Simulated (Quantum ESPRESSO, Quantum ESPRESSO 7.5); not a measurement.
## W(110), 5 layers against a metal electrode, stepped through the charge of the slab

Aim: how the results for W(110), 5 layers against a metal electrode change with the charge of the slab.

Program: Quantum ESPRESSO 7.5. Level of theory: plane-wave DFT, PBE, GBRV ultrasoft pseudopotentials. Results are calculated unless marked as measured.

### 1. Set-up

It takes space group Im-3m (No. 229, cubic). The conventional cell has a = 3.160 Å, b = 3.160 Å, c = 3.160 Å, α = 90.00°, β = 90.00°, γ = 90.00°. W has 8 W at 2.74 Å nearest.

Set-up: The slab is relaxed neutral, then held. ESM with bc3: vacuum below and a metal electrode about 6 Å above the top atoms. Cold smearing of 0.02 Ry. Charges are set per cell from the starting area. The slabs take the lattice constants of the bulk relaxed by the same program.

Members 2, 3, 4.5, 6, 7 and 8 took the same steps and show in the table alone.

### 2. Variable-cell relaxation of the reference

The bulk crystal is relaxed in cell and atoms; the members are built on its lattice constants.

Contents of ref.vc.in:

```
&control
  prefix = 'ref.vc'
  outdir = './out'
  pseudo_dir = './pseudo'
  nstep = 40
  forc_conv_thr = 0.0003
  calculation = 'vc-relax'
/
&system
  ibrav = 0
  nat = 1
  ntyp = 1
  ecutwfc = 50
  ecutrho = 250
  occupations = 'smearing'
  smearing = 'mv'
  degauss = 0.02
/
&electrons
  conv_thr = 1e-09
  mixing_beta = 0.4
  electron_maxstep = 120
/
&ions
/
&cell
  press_conv_thr = 0.3
/
ATOMIC_SPECIES
  W   183.8400  w_pbe_v1.2.uspp.F.UPF
CELL_PARAMETERS angstrom
  -1.58000000000000 1.58000000000000 1.58000000000000
  1.58000000000000 -1.58000000000000 1.58000000000000
  1.58000000000000 1.58000000000000 -1.58000000000000
ATOMIC_POSITIONS crystal
  W   0.000000000000 0.000000000000 0.000000000000
K_POINTS automatic
  18 18 18 0 0 0
```

Launch:

```bash
$ OMP_NUM_THREADS=1 mpirun -n 4 pw.x -nk 4 -in ref.vc.in > ref.vc.out
```

What it wrote:

```text
Program PWSCF v.7.5 starts
[citation notice left out]

     Parallel version (MPI & OpenMP), running on       4 processor cores
     Number of MPI processes:                 4
     Threads/MPI process:                     1

     MPI processes distributed on     1 nodes
[...]
Current dimensions of program PWSCF are:
     Max number of different atomic species (ntypx) = 10
     Max number of k-points (npk) =  40000
     Max angular momentum in pseudopotentials (lmaxx) =  4
     Message from routine setup:
     using ibrav=0 with symmetry is DISCOURAGED, use correct ibrav instead

     K-points division:     npool     =       4
     Subspace diagonalization in iterative solution of the eigenvalue problem:
     a serial algorithm will be used

     G-vector sticks info
     --------------------
     sticks:   dense  smooth     PW     G-vecs:    dense   smooth      PW
     Sum         487     399    159                 7011     5089    1253

     Using Slab Decomposition

     bravais-lattice index     =            0
     lattice parameter (alat)  =       5.1715  a.u.
     unit-cell volume          =     106.4701 (a.u.)^3
     number of atoms/cell      =            1
     number of atomic types    =            1
     number of electrons       =        14.00
     number of Kohn-Sham states=           11
     kinetic-energy cutoff     =      50.0000  Ry
     charge density cutoff     =     250.0000  Ry
     scf convergence threshold =      1.0E-09
     mixing beta               =       0.4000
     number of iterations used =            8  plain     mixing
     energy convergence thresh.=      1.0E-04
     force convergence thresh. =      3.0E-04
     press convergence thresh. =      3.0E-01
     Exchange-correlation= SLA  PW   PBE  PBE
                           (   1   4   3   4   0   0   0)
     nstep                     =           40

     celldm(1)=   5.171501  celldm(2)=   0.000000  celldm(3)=   0.000000
     celldm(4)=   0.000000  celldm(5)=   0.000000  celldm(6)=   0.000000

     crystal axes: (cart. coord. in units of alat)
               a(1) = (  -0.577350   0.577350   0.577350 )
               a(2) = (   0.577350  -0.577350   0.577350 )
               a(3) = (   0.577350   0.577350  -0.577350 )

     reciprocal axes: (cart. coord. in units 2 pi/alat)
               b(1) = ( -0.000000  0.866025  0.866025 )
               b(2) = (  0.866025 -0.000000  0.866025 )
               b(3) = (  0.866025  0.866025  0.000000 )

     PseudoPot. # 1 for W  read from file:
     ./pseudo/w_pbe_v1.2.uspp.F.UPF
     Pseudo is Ultrasoft + core correction, Zval = 14.0
     Generated by new atomic code, or converted to UPF format
     Using radial grid of  923 points,  8 beta functions with:
                l(1) =   0
                l(2) =   0
                l(3) =   0
                l(4) =   1
                l(5) =   1
                l(6) =   2
                l(7) =   2
                l(8) =   3
     Q(r) pseudized with  6 coefficients,  rinner =    1.350   1.350   1.350
                                                       1.350   1.350   1.350
                                                       1.350

     atomic species   valence    mass     pseudopotential
     W                14.00   183.84000     W ( 1.00)

     48 Sym. Ops., with inversion, found

   Cartesian axes

     site n.     atom                  positions (alat units)
         1        W      tau(   1) = (   0.0000000   0.0000000   0.0000000  )

     number of k points=   195  Marzari-Vanderbilt smearing, width (Ry)=  0.0200

     Number of k-points >= 100: set verbosity='high' to print them.

     Dense  grid:     7011 G-vectors     FFT dimensions: (  25,  25,  25)

     Smooth grid:     5089 G-vectors     FFT dimensions: (  24,  24,  24)

     Estimated max dynamical RAM per process >      26.53 MB

     Estimated total dynamical RAM >     100.97 MB

     Initial potential from superposition of free atoms

     starting charge      13.8997, renormalised to      14.0000

     negative rho (up, down):  5.992E-02 0.000E+00
     Starting wfcs are   13 randomized atomic wfcs

     total cpu time spent up to now is        1.9 secs

     per-process dynamical memory:    22.4 Mb

     Self-consistent Calculation

     iteration #  1     ecut=    50.00 Ry     beta= 0.40
     Davidson diagonalization with overlap
     ethr =  1.00E-02,  avg # of iterations =  2.9

     Threshold (ethr) on eigenvalues was too large:
     Diagonalizing with lowered threshold

     Davidson diagonalization with overlap
     ethr =  3.71E-04,  avg # of iterations =  1.3

     negative rho (up, down):  6.103E-02 0.000E+00

     total cpu time spent up to now is        3.7 secs

     total energy              =    -159.14020895 Ry
     estimated scf accuracy    <       0.05476561 Ry

     iteration #  2     ecut=    50.00 Ry     beta= 0.40
[...]
negative rho (up, down):  6.264E-02 0.000E+00

[...]
total energy              =    -159.14044690 Ry
     estimated scf accuracy    <       0.00829961 Ry

     iteration #  3     ecut=    50.00 Ry     beta= 0.40
[...]
negative rho (up, down):  6.388E-02 0.000E+00

[...]
total energy              =    -159.14176880 Ry
     estimated scf accuracy    <       0.00040181 Ry

     iteration #  4     ecut=    50.00 Ry     beta= 0.40
[...]
negative rho (up, down):  6.379E-02 0.000E+00

[...]
total energy              =    -159.14179289 Ry
     estimated scf accuracy    <       0.00002002 Ry

     iteration #  5     ecut=    50.00 Ry     beta= 0.40
[...]
negative rho (up, down):  6.373E-02 0.000E+00

[...]
total energy              =    -159.14179807 Ry
     estimated scf accuracy    <       0.00000023 Ry

     iteration #  6     ecut=    50.00 Ry     beta= 0.40
[...]
negative rho (up, down):  6.356E-02 0.000E+00

[...]
total energy              =    -159.14179816 Ry
     estimated scf accuracy    <       0.00000012 Ry

     iteration #  7     ecut=    50.00 Ry     beta= 0.40
[...]
negative rho (up, down):  6.357E-02 0.000E+00

[...]
total energy              =    -159.14179815 Ry
     estimated scf accuracy    <       0.00000007 Ry

     iteration #  8     ecut=    50.00 Ry     beta= 0.40
[...]
negative rho (up, down):  6.358E-02 0.000E+00

[...]
one-electron contribution =     -15.92230046 Ry
     hartree contribution      =      16.06766203 Ry
     xc contribution           =     -41.22057299 Ry
     ewald contribution        =    -118.06650443 Ry

     convergence has been achieved in   4 iterations

     negative rho (up, down):  6.417E-02 0.000E+00

     Forces acting on atoms (cartesian axes, Ry/au):

     atom    1 type  1   force =     0.00000000    0.00000000    0.00000000

     Total force =     0.000000     Total SCF correction =     0.000000

     Computing stress (Cartesian axis) and pressure

     negative rho (up, down):  6.417E-02 0.000E+00
          total   stress  (Ry/bohr**3)                   (kbar)     P=      -42.68
  -0.00029012   0.00000000   0.00000000          -42.68        0.00        0.00
   0.00000000  -0.00029012   0.00000000            0.00      -42.68        0.00
   0.00000000   0.00000000  -0.00029012            0.00        0.00      -42.68

     Energy error            =      3.0E-04 Ry
     Gradient error          =      0.0E+00 Ry/Bohr
     Cell gradient error     =      4.3E+01 kbar

     number of scf cycles    =   2
     number of bfgs steps    =   1

     enthalpy           old  =    -159.1417981507 Ry
     enthalpy           new  =    -159.1420936273 Ry

     CASE: enthalpy          _new < enthalpy          _old

     new trust radius        =       0.0094288146 bohr
     new conv_thr            =            1.0E-11 Ry

     new unit-cell volume =    108.77395 a.u.^3 (    16.11864 Ang^3 )
     density =     18.93916 g/cm^3

CELL_PARAMETERS (angstrom)
  -1.591314812   1.591314812   1.591314812
   1.591314812  -1.591314812   1.591314812
   1.591314812   1.591314812  -1.591314812

ATOMIC_POSITIONS (crystal)
W                0.0000000000        0.0000000000        0.0000000000

[...]
NEW-OLD atomic charge density approx. for the potential
     New effective cutoffs (rho, wfc):  244.48   49.29

     negative rho (up, down):  6.395E-02 0.000E+00

     total cpu time spent up to now is       16.1 secs

     per-process dynamical memory:    34.8 Mb

     Self-consistent Calculation

     iteration #  1     ecut=    50.00 Ry     beta= 0.40
     Davidson diagonalization with overlap
     ethr =  1.00E-06,  avg # of iterations =  4.0

     Threshold (ethr) on eigenvalues was too large:
     Diagonalizing with lowered threshold

     Davidson diagonalization with overlap
     ethr =  5.27E-08,  avg # of iterations =  1.2

     negative rho (up, down):  6.396E-02 0.000E+00

     total cpu time spent up to now is       18.1 secs

     total energy              =    -159.14231727 Ry
     estimated scf accuracy    <       0.00000712 Ry

[...]
iteration #  6     ecut=    50.00 Ry     beta= 0.40
[...]
negative rho (up, down):  6.395E-02 0.000E+00

[...]
End of self-consistent calculation

     Number of k-points >= 100: set verbosity='high' to print the bands.

     the Fermi energy is    22.2692 ev

!    total energy              =    -159.14231762 Ry
     estimated scf accuracy    <          9.7E-13 Ry
     smearing contrib. (-TS)   =      -0.00035755 Ry
     internal energy E=F+TS    =    -159.14196007 Ry

     The total energy is F=E-TS. E is the sum of the following terms:
     one-electron contribution =     -15.18366987 Ry
     hartree contribution      =      15.88104193 Ry
     xc contribution           =     -41.24033435 Ry
     ewald contribution        =    -118.59899778 Ry

     convergence has been achieved in   6 iterations

     negative rho (up, down):  6.395E-02 0.000E+00

     Forces acting on atoms (cartesian axes, Ry/au):

     atom    1 type  1   force =     0.00000000    0.00000000    0.00000000

     Total force =     0.000000     Total SCF correction =     0.000000

     Computing stress (Cartesian axis) and pressure

     negative rho (up, down):  6.395E-02 0.000E+00
          total   stress  (Ry/bohr**3)                   (kbar)     P=       -1.40
  -0.00000948   0.00000000   0.00000000           -1.40        0.00        0.00
   0.00000000  -0.00000948   0.00000000            0.00       -1.40        0.00
   0.00000000   0.00000000  -0.00000948            0.00        0.00       -1.40

     Energy error            =      2.2E-04 Ry
     Gradient error          =      0.0E+00 Ry/Bohr
     Cell gradient error     =      1.4E+00 kbar

     number of scf cycles    =   3
     number of bfgs steps    =   2

     enthalpy           old  =    -159.1420936273 Ry
     enthalpy           new  =    -159.1423176195 Ry

     CASE: enthalpy          _new < enthalpy          _old

     new trust radius        =       0.0003150174 bohr
     new conv_thr            =            1.0E-11 Ry

     new unit-cell volume =    108.72468 a.u.^3 (    16.11133 Ang^3 )
     density =     18.94775 g/cm^3

CELL_PARAMETERS (angstrom)
  -1.591074488   1.591074488   1.591074488
   1.591074488  -1.591074488   1.591074488
   1.591074488   1.591074488  -1.591074488

ATOMIC_POSITIONS (crystal)
W                0.0000000000        0.0000000000        0.0000000000

[...]
NEW-OLD atomic charge density approx. for the potential
     New effective cutoffs (rho, wfc):  244.55   49.30

     negative rho (up, down):  6.395E-02 0.000E+00

     total cpu time spent up to now is       23.2 secs

     per-process dynamical memory:    34.8 Mb

[...]
!    total energy              =    -159.14231785 Ry
[...]
Total force =     0.000000     Total SCF correction =     0.000000
[...]
Self-consistent Calculation

     iteration #  1     ecut=    50.00 Ry     beta= 0.40
     Davidson diagonalization with overlap
     c_bands:  1 eigenvalues not converged
     ethr =  1.00E-06,  avg # of iterations =  9.7

     negative rho (up, down):  6.290E-02 0.000E+00

     total cpu time spent up to now is       30.4 secs

     total energy              =    -159.14011622 Ry
     estimated scf accuracy    <       0.05829324 Ry

[...]
iteration # 11     ecut=    50.00 Ry     beta= 0.40
[...]
negative rho (up, down):  6.628E-02 0.000E+00

[...]
End of self-consistent calculation

     Number of k-points >= 100: set verbosity='high' to print the bands.

     the Fermi energy is    22.2806 ev

!    total energy              =    -159.14242300 Ry
     estimated scf accuracy    <          5.1E-12 Ry
     smearing contrib. (-TS)   =      -0.00035692 Ry
     internal energy E=F+TS    =    -159.14206608 Ry

     The total energy is F=E-TS. E is the sum of the following terms:
     one-electron contribution =     -15.15918726 Ry
     hartree contribution      =      15.87502844 Ry
     xc contribution           =     -41.24099565 Ry
     ewald contribution        =    -118.61691162 Ry

     convergence has been achieved in  11 iterations

     negative rho (up, down):  6.628E-02 0.000E+00

     Forces acting on atoms (cartesian axes, Ry/au):

     atom    1 type  1   force =     0.00000000    0.00000000    0.00000000

     Total force =     0.000000     Total SCF correction =     0.000000

     Computing stress (Cartesian axis) and pressure

     negative rho (up, down):  6.628E-02 0.000E+00
          total   stress  (Ry/bohr**3)                   (kbar)     P=        1.41
   0.00000956  -0.00000000  -0.00000000            1.41       -0.00       -0.00
  -0.00000000   0.00000956  -0.00000000           -0.00        1.41       -0.00
  -0.00000000  -0.00000000   0.00000956           -0.00       -0.00        1.41

[...]
=------------------------------------------------------------------------------=
   JOB DONE.
=------------------------------------------------------------------------------=
```

Elapsed: 40 s, on 4 MPI ranks of Intel Xeon at 2.70GHz, shared host; peak memory 0.3 GiB; 2.6 min of CPU time.

The steps of the relaxation:

| step | energy less that of the first step (eV) | largest force (eV/Å) | volume (Å³) |
| --- | --- | --- | --- |
| 1 | 0.0000 | 0.0000 | 15.78 |
| 2 | -0.0040 | 0.0000 | 16.34 |
| 3 | -0.0071 | 0.0000 | 16.12 |
| 4 | -0.0071 | 0.0000 | 16.11 |
| 5 | -0.0085 | 0.0000 | 16.11 |

| conventional cell, symmetrised | before | after | change |
| --- | --- | --- | --- |
| a (Å) | 3.160 | 3.182 | +0.7 % |
| b (Å) | 3.160 | 3.182 | +0.7 % |
| c (Å) | 3.160 | 3.182 | +0.7 % |
| volume (Å³/atom) | 15.78 | 16.11 | +2.1 % |

The relaxed structure:

```xyz
1
Lattice="-1.5911 1.5911 1.5911 1.5911 -1.5911 1.5911 1.5911 1.5911 -1.5911" Properties=species:S:1:pos:R:3 pbc="T T T"
W     0.0000    0.0000    0.0000
```

 The last row is no step: it is a fresh SCF in the final cell with a new plane-wave basis, -1 meV from the row before.

Numbers from this step:

- free energy: -2165.2430 eV
- Fermi energy: 22.28 eV

[end of part 1 of 4]

[Logs are printed without paths, hosts, clocks, repeated set-up lines and the standing remarks that a program may print on its own settings, such as how far it seeks lower states.]

[Hosts, paths, dates, database ids (printed as entryN), source tags and the programs' standing remarks are cut or masked in the printed files.]

[Maps of the electrostatic potential energy from Ansatz leave out the sawtooth potential of an applied field or a dipole correction, so their vacuum need not be flat; planar profiles and work functions include it.]
